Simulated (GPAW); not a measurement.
# Collinear magnetic orders of free-standing triangular Cu monolayer, spacing 3.288 A with GPAW, part 2 of 2

Wanted: the moments of free-standing triangular Cu monolayer, spacing 3.288 A and the energy of each order that was tried.

GPAW 26.7.0; PBE; plane waves with GPAW's PAW setups, scalar-relativistic.

So far. Step 3 (Start 2: antiferro q=(0,1/2,0) +-): It ends in the same state without moments as the first start; the 7.3e-4 meV between them is numerical noise. Step 4 (Order 3, typed as no spin polarisation): It ends in the same state without moments as the first start; the 1.3e-7 meV between them is numerical noise.

**5. Another try**

An input with a fault is tried, to see how the program answers.

run.py reads:

```python
import json
import numpy as np
from ase import Atoms
from ase.parallel import paropen, parprint
from gpaw import GPAW

atoms = Atoms(['Cu'],
    cell=[[3.288, 0.0, 0.0],
         [-1.644, 2.847492, 0.0],
         [0.0, 0.0, 14.0]],
    scaled_positions=[[0.0, 0.0, 0.5]],
    pbc=True,
    magmoms=[0.5])
atoms.calc = GPAW(mode={'name': 'pw', 'ecut': 40},
    xc='PBE',
    kpts={'size': (10, 10, 1), 'gamma': True},
    occupations={'name': 'fermi-dirac', 'width': 0.05},
    convergence={'density': 1e-05, 'energy': 1e-05},
    maxiter=50,
    symmetry={'tolerance': 1e-4},
    txt='run.txt')
e = atoms.get_potential_energy(force_consistent=True)
res = {'free_energy': e, 'energy_sigma0': atoms.get_potential_energy(), 'fermi_energy': atoms.calc.get_fermi_level()}
res['moments'] = atoms.get_magnetic_moments().tolist()
res['total'] = atoms.get_magnetic_moment()
parprint('site moments (muB):', np.round(res['moments'], 3))
parprint(f"total moment: {res['total']:.3f} muB")
parprint(f'free energy: {e:.6f} eV')
atoms.calc.write('run.gpw')
with paropen('results.json', 'w') as f:
    json.dump(res, f)
```

Launch:

```console
OMP_NUM_THREADS=1 python3 run.py > run.log
```

The log of the run:

```text
site moments (muB): [0.]
total moment: 0.000 muB
free energy: 562.259135 eV

--- run.txt ---
Input parameters:
  mode=PW(ecut=40),
  convergence={'density': 1e-05, 'energy': 1e-05},
  kpts=MonkhorstPack(size=(10, 10, 1), gamma=True),
  maxiter=50,
  occupations=Occupations(name='fermi-dirac', width=0.05),
  symmetry=Symmetry(tolerance=0.0001),
  xc=XC(name='PBE')

Diagonalizing LCAO Hamiltonian
Converting LCAO to pw mode

       Cu

Atoms  # Å, Bohr magnetons
|   | symbol |        x |        y |        z |    initial magnetic moments |
|---|--------|----------|----------|----------|-----------------------------|
| 0 |     Cu | 0.000000 | 0.000000 | 7.000000 | ( 0.0000,  0.0000,  0.5000) |

Number of symmetries: 24

BZ-sampling:
  Number of BZ points: 100
  Number of IBZ points: 14

  Monkhorst-Pack size: [10, 10, 1]
  Monkhorst-Pack shift: [0.05, 0.05, 0.0]

Plane wave coefficients: 82
Cutoff: 40.0 eV

Spin-components: 2 (collinear spins)
Bands:           9
Projectors:      6
Spin-degeneracy: 1
Datatype:        complex128

Parallelization:
  kpt:    1
  domain: 1
  band:   1

Density:
  Valence electrons: 11.0
  Components: 2
  Grid points: [ 5  5 21]
  Charge: 0.0  # |e|

Potential:
  Grid points: [ 5  5 21]

[... setups left out ...]
Reference energy: -45021.451841  # eV

convergence criteria:
- Maximum integral of absolute [dens]ity change: 1e-05 electrons / valence electron
- Maximum [total energy] change in last 3 cyles: 1e-05 eV / valence electron
- Maximum integral of absolute [eigenst]ate change: 4e-08 eV^2 / valence electron
maximum number of iterations: 50

SCF iterations
|iter     |      energy | eigst |  dens |  magmom |
|---------|-------------|-------|-------|---------|
|iter:   1|       0s |   40.506112 | +0.89 |       |  +0.4824|
|iter:   2|       0s |  116.365070 | -0.76 | +0.19 |  +0.4650|
|iter:   3|       0s |   19.495990 | +1.94 | +0.15 |  +0.5023|
|iter:   4|       0s |  622.232686 | +2.34 | +0.38 |  +0.4069|
|iter:   5|       0s |  559.707260 | +1.80 | -0.26 |  +0.1593|
|iter:   6|       0s |  553.809660 | +1.07 | -0.38 |  +0.1574|
|iter:   7|       0s |  562.228918 | -1.01 | -0.45 |  -0.1069|
|iter:   8|       0s |  563.049985 | -2.47 | -0.62 |  -0.0480|
|iter:   9|       0s |  562.258727 | +0.24 | -0.94 |  +0.0092|
|iter:  10|       1s |  562.468910 | -3.02 | -1.29 |  +0.0099|
|iter:  11|       1s |  562.637611 | -2.62 | -1.41 |  +0.0058|
|iter:  12|       1s |  562.267641 | -2.45 | -1.73 |  +0.0043|
|iter:  13|       1s |  562.269457 | -2.84 | -1.99 |  +0.0027|
|iter:  14|       1s |  562.266661 | -5.03 | -2.62 |  +0.0016|
|iter:  15|       1s |  562.263913 | -5.74 | -2.80 |  +0.0013|
|iter:  16|       1s |  562.264354 | -7.25 | -3.43 |  +0.0013|
|iter:  17|       1s |  562.264201 | -7.80c| -3.89 |  +0.0010|
|iter:  18|       1s |  562.264129 | -7.86c| -4.24 |  +0.0007|
|iter:  19|       1s |  562.264124c| -8.37c| -4.60 |  +0.0005|
|iter:  20|       1s |  562.264125c| -7.93c| -4.80 |  +0.0001|
|iter:  21|       1s |  562.264125c| -9.25c| -5.55c|  +0.0001|

Converged in 21 steps
Energy contributions relative to reference atoms: (reference = -45021.451841)

Energy contributions:
  Kinetic:       -1846.660226
  Coulomb:        2205.705057
  Zero:              2.126561
  External:          0.000000
  Xc:              201.097723
  Entropy:          -0.009980
  Spinorbit:         0.000000
  ----------------------------
  Free energy:     562.259135
  Extrapolated:    562.264125

dipole moment: (-10.180812, -17.633686, -0.000002)  # |e|*Ang

Total magnetic moment: (0.000000, 0.000000, 0.000096)

Local magnetic moments
|        x |        y |        z |
|----------|----------|----------|
| 0.000000 | 0.000000 | 0.000004 |  # Cu   0

Fermi level: 0.194
Eigenvalues  # (at kpt = [0.000, 0.000, 0.000])
| band index |      eig [eV] | occ [0-1] |      eig [eV] | occ [0-1] |
|------------|---------------|-----------|---------------|-----------|
|          0 |       -42.352 |     1.000 |       -42.352 |     1.000 |
|          1 |       -23.180 |     1.000 |       -23.180 |     1.000 |
|          2 |       -21.960 |     1.000 |       -21.960 |     1.000 |
|          3 |       -21.529 |     1.000 |       -21.529 |     1.000 |
|          4 |        -0.977 |     1.000 |        -0.977 |     1.000 |
|          5 |         0.217 |     0.388 |         0.218 |     0.383 |
|          6 |         1.987 |     0.000 |         1.989 |     0.000 |
|          7 |         1.999 |     0.000 |         1.999 |     0.000 |
|          8 |         2.415 |     0.000 |         2.409 |     0.000 |

No gap
No difference between direct/indirect transitions
```

Elapsed: 2.9 s, on 1 MPI rank of AMD EPYC 9R45, shared host; peak memory 0.12 GiB.

Convergence was reached, yet the input spoils the result.

The fault in the input: a cutoff typed in Rydberg.

The largest moment is 0 μB against 0 μB in the first run, and the free energy lies +564 eV from it.

The cutoff is read in eV; 40 Ry would be 544 eV.

**6. Energies of the orders**

These are free energies at a smearing of 0.05 eV, so its entropy term is in the differences. They are divided by the number of seeded atoms, so that cells of unlike size compare. Wavevectors q in the names are fractions of the reciprocal vectors of the first run's cell.

Orders:

```tsv
start	final state	typed order kept	energy over the lowest (meV a seeded atom)	largest site moment (μB)	net moment (μB a primitive cell)	mesh matched	CPU time (s)
ferro +	non-magnetic	no	0	0	0	yes	9.38
antiferro q=(0,1/2,0) +-	non-magnetic	no	7.28e-4	0	0	yes	42.5
no spin polarisation	non-magnetic	-	0	0	0	yes	5.31
```

**7. Results**

```yaml
lowest_state_found: non-magnetic (typed ferro +)
largest_site_moment: 0 μB
```

**Reading.** The lowest state carries no moment above 0.15 μB, and no start kept one. Only 3 starts are shown; other collinear patterns, canted and longer-period orders are not.

[Logs and program files are shortened in this print: banners, set-up blocks, solver, clock and traceback lines can be left out without a mark of their own.]

[Logs are printed without paths, hosts, clocks, repeated set-up lines and the standing remarks that a program may print on its own settings, such as how far it seeks lower states.]

[Hosts, paths, dates, database ids (printed as entryN), source tags and the programs' standing remarks are cut or masked in the printed files.]

[Where a cell is said to come from a database of computed structures, the database is the Materials Project.]
